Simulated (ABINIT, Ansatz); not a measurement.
**CsPbCl3 (Pm-3m): bands and cutoff in G0W0 with ABINIT**

Aim: raise bands and screening cutoff together for CsPbCl3 (Pm-3m) and follow gap and time.

Program: ABINIT 10.8.3. Level of theory: PBE and many-body steps on it, plane waves. Results are calculated unless marked as measured.

### 1. The starting structure

Symmetry: Pm-3m, No. 221, cubic system. Conventional cell: a = 5.605 Å, b = 5.605 Å, c = 5.605 Å, α = 90.00°, β = 90.00°, γ = 90.00°. Cs has 12 Cl at 3.96 Å nearest. Nearest to Pb lie 6 Cl at 2.80 Å. Cl has 2 Pb at 2.80 Å and 4 Cs at 3.96 Å nearest. Farther neighbours and most contacts between anions are not listed.

Structure file:

```cif
data_structure
_symmetry_space_group_name_H-M 'Pm-3m'
_symmetry_Int_Tables_number 221
_cell_length_a 5.6050
_cell_length_b 5.6050
_cell_length_c 5.6050
_cell_angle_alpha 90.000
_cell_angle_beta 90.000
_cell_angle_gamma 90.000
_cell_volume 176.09
loop_
_atom_site_label
_atom_site_type_symbol
_atom_site_symmetry_multiplicity
_atom_site_Wyckoff_symbol
_atom_site_fract_x
_atom_site_fract_y
_atom_site_fract_z
_atom_site_occupancy
Cs1 Cs 1 a 0.00000 0.00000 0.00000 1
Pb1 Pb 1 b 0.50000 0.50000 0.50000 1
Cl1 Cl 3 c 0.50000 0.50000 0.00000 1
```

The cell and positions come from the Crystallography Open Database and are kept as given unless a step says otherwise. Spin-orbit coupling is left out unless a step names it.

### 2. Empty states on the mesh, 2×2×2 mesh, 605 bands

This step: ABINIT 10.8.3; DFT, PBE, plane waves, norm-conserving pseudopotentials.

The sums over transitions need many empty states on a uniform mesh; this step solves for them.

The input, run.abi:

```
acell 3*1.0 Angstrom
rprim 
  5.605000000000 0.000000000000 0.000000000000
  0.000000000000 5.605000000000 0.000000000000
  0.000000000000 0.000000000000 5.605000000000
ntypat 3
znucl 55 82 17
natom 5
typat 1 2 3 3 3
xred 
  0.000000000000 0.000000000000 0.000000000000
  0.500000000000 0.500000000000 0.500000000000
  0.500000000000 0.500000000000 0.000000000000
  0.000000000000 0.500000000000 0.500000000000
  0.500000000000 0.000000000000 0.500000000000
pp_dirpath "pseudos"
pseudos "Cs.upf, Pb.upf, Cl.upf"
ecut 32
ngkpt 2 2 2
nshiftk 1
shiftk 0 0 0
kptopt 1
chksymbreak 0
iscf -2
irdden 1
istwfk *1
nband 605
nbdbuf 54
tolwfr 1e-09
nstep 60
prtvol 0
indata_prefix "in"
outdata_prefix "out"
tmpdata_prefix "tmp"
```

Run with:

```console
> OMP_NUM_THREADS=1 mpirun -n 4 abinit run.abi > log
```

Numbers of over 12 decimals in the logs are rounded to 6 here.

What it wrote:

```text
.Version 10.8.3 of ABINIT. v10.8.2 released Aug 2026.

 Symmetries : space group Pm -3 m (#221); Bravais cP (primitive cubic)
[... echo of the input left out ...]
== DATASET  1 ==================================================================
-   mpi_nproc: 4, omp_nthreads: 1 (-1 if OMP is not activated)

--- !DatasetInfo
iteration_state: {dtset: 1, }
dimensions: {natom: 5, nkpt: 4, mband: 605, nsppol: 1, nspinor: 1, nspden: 1, mpw: 10280, }
cutoff_energies: {ecut:  32.0, pawecutdg:  -1.0, }
[...]
4.44309    4.45206    4.45908    4.45909    4.45909    4.46335    4.48515    4.48528
   4.48538    4.50265    4.50319    4.50784    4.51625    4.51682    4.51710    4.51966
   4.52031    4.52253    4.54218    4.54479    4.54835
 prteigrs : prtvol=0 or 1, do not print more k-points.

== END DATASET(S) ==============================================================
================================================================================

 -outvars: echo values of variables after computation  --------
            nband         605
             nkpt           4
          spgroup         221
 [... the other variables as echoed above ...]

 Calculation completed.
```

It took 12 min on 4 MPI ranks of Arm Neoverse V1, shared host; peak memory 0.9 GiB; 47 min of CPU time.

This step gave:

- gap: 1.932 eV
- k of the valence top: 0.5, 0.5, 0.5
- k of the conduction bottom: 0.5, 0.5, 0.5
- least direct gap: 1.932 eV
- k points computed: 4
- lowest point of the top converged band, above the valence top: 111.6159 eV

On this mesh the gap is 1.932 eV.

The density comes from a self-consistent run that is not shown.

### 3. Screening, 2×2×2 mesh, 91 bands, screening to 76.2 eV

The RPA dielectric matrix is built and inverted for each q.

This step: RPA screening on PBE, plane waves, norm-conserving pseudopotentials.

run.abi, as its differences from that of step 2:

```diff
@@ -23,10 +23,11 @@
 chksymbreak 0
-iscf -2
-irdden 1
 istwfk *1
-nband 605
-nbdbuf 54
-tolwfr 1e-09
-nstep 60
-prtvol 0
+occopt 1
+irdwfk 1
+optdriver 3
+nband 91
+ecuteps 2.8
+inclvkb 2
+awtr 1
+symchi 1
 indata_prefix "in"
```

What it wrote:

```text
.Version 10.8.3 of ABINIT. v10.8.2 released Aug 2026.

 Symmetries : space group Pm -3 m (#221); Bravais cP (primitive cubic)
[... echo of the input left out ...]
== DATASET  1 ==================================================================
-   mpi_nproc: 4, omp_nthreads: 1 (-1 if OMP is not activated)

--- !DatasetInfo
iteration_state: {dtset: 1, }
dimensions: {natom: 5, nkpt: 4, mband: 91, nsppol: 1, nspinor: 1, nspden: 1, mpw: 10280, }
cutoff_energies: {ecut:  32.0, pawecutdg:  -1.0, }
electrons: {nelect:   5.20000000E+01, charge:   0.00000000E+00, occopt:   1.00000000E+00, tsmear:   1.00000000E-02, }

 SCREENING: Calculation of the susceptibility and dielectric matrices

 Based on a program developped by R.W. Godby, V. Olevano, G. Onida, and L. Reining.
 Incorporated in ABINIT by V. Olevano, G.-M. Rignanese, and M. Torrent.
.Using double precision arithmetic ; gwpc =  8

[... cell and pseudopotentials left out ...]
--------------------------------------------------------------------------------

 ==== K-mesh for the wavefunctions ====
 Number of points in the irreducible wedge :     4
[... list of points left out ...]
 Together with 48 symmetry operations and time-reversal symmetry
 yields     8 points in the full Brillouin Zone.

 ==== Q-mesh for the screening function ====
 Number of points in the irreducible wedge :     4
[... list of points left out ...]
 Together with 48 symmetry operations and time-reversal symmetry
 yields     8 points in the full Brillouin Zone.

 setmesh: FFT mesh size selected  =    36x   36x   36
          total number of points  =        46656

 vcoul_init : cutoff-mode = AUXILIARY_FUNCTION
 q-points for optical limit:   1
     1)      0.000010    0.000020    0.000030

- screening: taking advantage of time-reversal symmetry
- Maximum band index for partially occupied states nbvw = 26
- Remaining bands to be divided among processors   nbcw = 65
- Number of bands treated by each node ~16

 Number of electrons calculated from density =   52.0000; Expected =   52.0000
 average of density, n =  0.043760
 r_s =    1.7604
 omega_plasma =   20.1788 [eV]

 calculating chi0 at frequencies [eV] :
  1    0.000000E+00    0.000000E+00
  2    0.000000E+00    2.017881E+01

--------------------------------------------------------------------------------
  q-point number  1        q = ( 0.000000, 0.000000, 0.000000) [r.l.u.]
--------------------------------------------------------------------------------
[... chi0 elements left out ...]
 For q-point:  0.000010 0.000020 0.000030
  dielectric constant =   7.2347
  dielectric constant without local fields =   8.1817

  Average fulfillment of the sum rule on Im[epsilon] for q-point    1 :     42.91  [%]
[... wings left out ...]
  q-point number  2        q = ( 0.500000, 0.000000, 0.000000) [r.l.u.]
--------------------------------------------------------------------------------
[... chi0 elements left out ...]
  Average fulfillment of the sum rule on Im[epsilon] for q-point    2 :     51.30  [%]

 [... 2 further q-points ...]
```

Elapsed: 27 s, on 4 MPI ranks; peak memory 1.3 GiB.

Numbers from this step:

```yaml
eps_infinity_with_local_fields_on_this_mesh_along_the_program_s_q_direction: 7.235
the_same_without_local_fields: 8.182
plasma_frequency: 20.18 eV
plane_waves_in_the_screening_matrix: 251
```

Local fields lower ε∞ by 12 %. On a Γ-centred mesh this coarse the value itself is usually too large, while a short band sum pulls it down.

### 4. 91 bands, 76.2 eV

The self-energy is evaluated for the states that the input lists, and the levels follow from it, in one-shot runs by the linearised quasiparticle equation.

This step: G0W0 on PBE, plane waves, norm-conserving pseudopotentials.

run.abi, as its differences from that of step 3:

```diff
@@ -26,8 +26,17 @@
 irdwfk 1
-optdriver 3
+optdriver 4
 nband 91
+gwcalctyp 0
+ecutsigx 32
+symsigma 1
+nkptgw 2
+kptgw 
+  0.5000000000 0.5000000000 0.5000000000
+  0.0000000000 0.0000000000 0.0000000000
+bdgw 
+  23 29
+  24 29
 ecuteps 2.8
-inclvkb 2
-awtr 1
-symchi 1
+irdscr 1
+ppmodel 1
 indata_prefix "in"
```

What it wrote:

```text
.Version 10.8.3 of ABINIT. v10.8.2 released Aug 2026.

 Symmetries : space group Pm -3 m (#221); Bravais cP (primitive cubic)
[... echo of the input left out ...]
== DATASET  1 ==================================================================
-   mpi_nproc: 4, omp_nthreads: 1 (-1 if OMP is not activated)

--- !DatasetInfo
iteration_state: {dtset: 1, }
dimensions: {natom: 5, nkpt: 4, mband: 91, nsppol: 1, nspinor: 1, nspden: 1, mpw: 10280, }
cutoff_energies: {ecut:  32.0, pawecutdg:  -1.0, }
electrons: {nelect:   5.20000000E+01, charge:   0.00000000E+00, occopt:   1.00000000E+00, tsmear:   1.00000000E-02, }

 SIGMA: Calculation of the GW corrections

 Based on a program developped by R.W. Godby, V. Olevano, G. Onida, and L. Reining.
 Incorporated in ABINIT by V. Olevano, G.-M. Rignanese, and M. Torrent.
.Using double precision arithmetic ; gwpc =  8

[... cell and pseudopotentials left out ...]
--------------------------------------------------------------------------------

 ==== K-mesh for the wavefunctions ====
 Number of points in the irreducible wedge :     4
[... list of points left out ...]
 Together with 48 symmetry operations and time-reversal symmetry
 yields     8 points in the full Brillouin Zone.

 ==== Q-mesh for screening function ====
 Number of points in the irreducible wedge :     4
[... list of points left out ...]
 Together with 48 symmetry operations and time-reversal symmetry
 yields     8 points in the full Brillouin Zone.

 vcoul_init : cutoff-mode = AUXILIARY_FUNCTION
 q-points for optical limit:   1
     1)      0.000010    0.000020    0.000030
 setmesh: FFT mesh size selected  =    54x   54x   54
          total number of points  =       157464

 Number of electrons calculated from density =   52.0000; Expected =   52.0000
 average of density, n =  0.043760
 r_s =    1.7604
 omega_plasma =   20.1788 [eV]

 === KS Band Gaps ===
  >>>> For spin  1
   Minimum direct gap =   1.9318 [eV], located at k-point      :   0.5000  0.5000  0.5000
   Fundamental gap    =   1.9318 [eV], Top of valence bands at :   0.5000  0.5000  0.5000
                                       Bottom of conduction at :   0.5000  0.5000  0.5000
 SIGMA fundamental parameters:
 PLASMON POLE MODEL  1
 number of plane-waves for SigmaX                10251
 number of plane-waves for SigmaC and W            251
 number of plane-waves for wavefunctions         10251
 number of bands                                    91
 number of independent spin polarizations            1
 number of spinorial components                      1
 number of k-points in IBZ                           4
 number of q-points in IBZ                           4
 number of symmetry operations                      48
 number of k-points in BZ                            8
 number of q-points in BZ                            8
 number of frequencies for dSigma/dE                 9
 frequency step for dSigma/dE [eV]                0.25
 number of omega for Sigma on real axis              0
 max omega for Sigma on real axis  [eV]           0.00
 zcut for avoiding poles [eV]                     0.10

 EPSILON^-1 parameters (SCR file):
 dimension of the eps^-1 matrix on file            251
 dimension of the eps^-1 matrix used               251
 number of plane-waves for wavefunctions         10251
 number of bands                                    91
 number of q-points in IBZ                           4
 number of frequencies                               2
 number of real frequencies                          1
 number of imag frequencies                          1

 matrix elements of self-energy operator (all in [eV])

 Perturbative Calculation

--- !SelfEnergy_ee
iteration_state: {dtset: 1, }
kpoint     : [   0.500,    0.500,    0.500, ]
spin       : 1
KS_gap     :    1.932
QP_gap     :    3.071
Delta_QP_KS:    1.139
data: !SigmaeeData |
     Band     E0 <VxcDFT>   SigX SigC(E0)      Z dSigC/dE  Sig(E)    E-E0       E
       23   0.573 -14.257 -18.504   3.416   0.778  -0.286 -14.903  -0.646  -0.073
       24   0.573 -14.257 -18.504   3.416   0.778  -0.286 -14.903  -0.646  -0.073
       25   0.573 -14.257 -18.504   3.416   0.778  -0.286 -14.903  -0.646  -0.073
       26   2.787 -15.725 -17.975   2.313   0.801  -0.248 -15.674   0.051   2.838
       27   4.719 -10.379  -6.296  -2.643   0.826  -0.210  -9.189   1.190   5.909
       28   4.719 -10.379  -6.296  -2.643   0.826  -0.210  -9.189   1.190   5.909
[...]
--- !SelfEnergy_ee
iteration_state: {dtset: 1, }
kpoint     : [   0.000,    0.000,    0.000, ]
spin       : 1
KS_gap     :    5.879
QP_gap     :    7.074
Delta_QP_KS:    1.195
data: !SigmaeeData |
     Band     E0 <VxcDFT>   SigX SigC(E0)      Z dSigC/dE  Sig(E)    E-E0       E
[...]
27   6.131  -6.348  -2.686  -3.021   0.846  -0.181  -5.805   0.543   6.674
       28   7.070  -6.633  -2.878  -2.887   0.846  -0.182  -5.899   0.734   7.804
       29   7.070  -6.633  -2.878  -2.887   0.846  -0.182  -5.899   0.734   7.804

== END DATASET(S) ==============================================================
================================================================================

 -outvars: echo values of variables after computation  --------
           etotal      0.0000000000E+00
            nband          91
             nkpt           4
          spgroup         221
 [... the other variables as echoed above ...]

 Calculation completed.
```

Wall time 9.4 s (4 MPI ranks); peak memory 1.1 GiB.

This step gave:

```
G0W0 gap on the points computed              : 3.071 eV
starting gap on the mesh                     : 1.932 eV
k of the valence top                         : 0.5, 0.5, 0.5
k of the conduction bottom                   : 0.5, 0.5, 0.5
Z at the valence top                         : 0.801
Z at the conduction bottom                   : 0.826
least direct G0W0 gap on the computed points : 3.071 eV
```

The gap on the mesh goes from 1.93 eV to 3.07 eV, a correction of +1.14 eV.

### 5. Screening, 2×2×2 mesh, 240 bands, screening to 141.5 eV

This step: RPA screening on PBE, plane waves, norm-conserving pseudopotentials.

run.abi, as its differences from that of step 4:

```diff
@@ -26,17 +26,8 @@
 irdwfk 1
-optdriver 4
-nband 91
-gwcalctyp 0
-ecutsigx 32
-symsigma 1
-nkptgw 2
-kptgw 
-  0.5000000000 0.5000000000 0.5000000000
-  0.0000000000 0.0000000000 0.0000000000
-bdgw 
-  23 29
-  24 29
-ecuteps 2.8
-irdscr 1
-ppmodel 1
+optdriver 3
+nband 240
+ecuteps 5.2
+inclvkb 2
+awtr 1
+symchi 1
 indata_prefix "in"
```

What it wrote:

```text
.Version 10.8.3 of ABINIT. v10.8.2 released Aug 2026.

 Symmetries : space group Pm -3 m (#221); Bravais cP (primitive cubic)
[... echo of the input left out ...]
== DATASET  1 ==================================================================
-   mpi_nproc: 4, omp_nthreads: 1 (-1 if OMP is not activated)

--- !DatasetInfo
iteration_state: {dtset: 1, }
dimensions: {natom: 5, nkpt: 4, mband: 240, nsppol: 1, nspinor: 1, nspden: 1, mpw: 10280, }
cutoff_energies: {ecut:  32.0, pawecutdg:  -1.0, }
electrons: {nelect:   5.20000000E+01, charge:   0.00000000E+00, occopt:   1.00000000E+00, tsmear:   1.00000000E-02, }

 SCREENING: Calculation of the susceptibility and dielectric matrices

 Based on a program developped by R.W. Godby, V. Olevano, G. Onida, and L. Reining.
 Incorporated in ABINIT by V. Olevano, G.-M. Rignanese, and M. Torrent.
.Using double precision arithmetic ; gwpc =  8

[... cell and pseudopotentials left out ...]
--------------------------------------------------------------------------------

 ==== K-mesh for the wavefunctions ====
 Number of points in the irreducible wedge :     4
[... list of points left out ...]
 Together with 48 symmetry operations and time-reversal symmetry
 yields     8 points in the full Brillouin Zone.

 ==== Q-mesh for the screening function ====
 Number of points in the irreducible wedge :     4
[... list of points left out ...]
 Together with 48 symmetry operations and time-reversal symmetry
 yields     8 points in the full Brillouin Zone.

 setmesh: FFT mesh size selected  =    40x   40x   40
          total number of points  =        64000

 vcoul_init : cutoff-mode = AUXILIARY_FUNCTION
 q-points for optical limit:   1
     1)      0.000010    0.000020    0.000030

- screening: taking advantage of time-reversal symmetry
- Maximum band index for partially occupied states nbvw = 26
- Remaining bands to be divided among processors   nbcw = 214
- Number of bands treated by each node ~53

 Number of electrons calculated from density =   52.0000; Expected =   52.0000
 average of density, n =  0.043760
 r_s =    1.7604
 omega_plasma =   20.1788 [eV]

 calculating chi0 at frequencies [eV] :
  1    0.000000E+00    0.000000E+00
  2    0.000000E+00    2.017881E+01

--------------------------------------------------------------------------------
  q-point number  1        q = ( 0.000000, 0.000000, 0.000000) [r.l.u.]
--------------------------------------------------------------------------------
[... chi0 elements left out ...]
 For q-point:  0.000010 0.000020 0.000030
  dielectric constant =   7.2238
  dielectric constant without local fields =   8.2198

  Average fulfillment of the sum rule on Im[epsilon] for q-point    1 :     72.24  [%]
[... wings left out ...]
  q-point number  2        q = ( 0.500000, 0.000000, 0.000000) [r.l.u.]
--------------------------------------------------------------------------------
[... chi0 elements left out ...]
  Average fulfillment of the sum rule on Im[epsilon] for q-point    2 :     77.65  [%]

 [... 2 further q-points ...]
```

The job ended after 1.8 min (4 MPI ranks; peak memory 2.3 GiB; 7.3 min of CPU time).

This step gave:

```
ε∞ with local fields, on this mesh, along the program's q direction : 7.224
the same without local fields                                       : 8.220
plasma frequency                                                    : 20.18 eV
plane waves in the screening matrix                                 : 691
```

[end of part 1 of 2]

[Paths, hosts, dates, memory and timing lines, banners, echoed tables and standing remarks are left out of the program output.]

[Logs are printed without paths, hosts, clocks, repeated set-up lines and the standing remarks that a program may print on its own settings, such as how far it seeks lower states.]

[Runs of the session that timed out or met a known fault of the program may be left out.]

[Hosts, paths, dates, database ids (printed as entryN), source tags and the programs' standing remarks are cut or masked in the printed files.]

[G0W0 gaps are taken among the corrected bands and points alone; a level outside them can change the order at an edge.]

[Where Ansatz stands beside ABINIT at settings called matched, ABINIT's density can come from a denser mesh and the files from another edition; pairs whose starting gaps differed by over 0.03 eV were left out, so agreement reads better than it is.]
